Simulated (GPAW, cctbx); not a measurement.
## Reading charge transfer from structure factors

Hf2Pt, Fm-3m (no. 225), a = 6.4626 Å, b = 6.4626 Å, c = 6.4626 Å, α = 90.00°, β = 90.00°, γ = 90.00°.

```csv
atom,mult.,x,y,z
Pt1,4,0,0,0
Hf1,8,1/4,1/4,3/4
```

The start was made by putting kin elements into a known structure type; the compound need not exist, or be stable, in this form.

Absolute values of the static structure factors of the conventional cell from DFT (PBE, GPAW) against free spherical atoms, in electrons:

```
hkl  d (Å)  free atoms  crystal
111  3.731      286.18   286.40
020  3.231      231.98   231.90
022  2.285      734.74   732.95
131  1.948      247.07   245.63
222  1.866      205.27   206.20
040  1.616      658.08   658.05
133  1.483      223.70   223.76
042  1.445      186.34   186.73
242  1.319      603.88   604.28
333  1.244      207.03   207.70
```

**Question.** Which way does charge move, and which reflections show it best?

Project each element's phase sum on the total phase. At low angle |F| should rise if density moves to atoms that scatter in phase and fall if it moves to atoms that scatter against it.

| hkl | Pt in phase | Hf in phase | change (e) | (%) |
| --- | --- | --- | --- | --- |
| 111 | +4.0 | 0.0 | +0.22 | +0.1 |
| 020 | -4.0 | +8.0 | -0.08 | 0.0 |
| 022 | +4.0 | +8.0 | -1.79 | -0.2 |
| 131 | +4.0 | 0.0 | -1.45 | -0.6 |
| 222 | -4.0 | +8.0 | +0.93 | +0.5 |
| 040 | +4.0 | +8.0 | -0.03 | 0.0 |
| 133 | +4.0 | 0.0 | +0.06 | 0.0 |
| 042 | -4.0 | +8.0 | +0.39 | +0.2 |

Low-angle reflections that set elements apart and change by more than 0.05 e: 111, 020, 131 and 222. The real-space density gives Voronoi charges Pt -0.32, Hf +0.16 e. The signs that these charges predict hold for 111 and 020 and fail for 131 and 222, so the simple rule can't give the direction here. The reflections see the density near the nuclei and the atoms' change of size and shape; Voronoi cells count what crosses the midplanes.

[Outputs are excerpts: Python notices, other lines and further rows are left out; steps that failed or that the build refused (PBEsol, TPSS) are not shown.]

[Logs are printed without paths, hosts, clocks, repeated set-up lines and the standing remarks that a program may print on its own settings, such as how far it seeks lower states.]
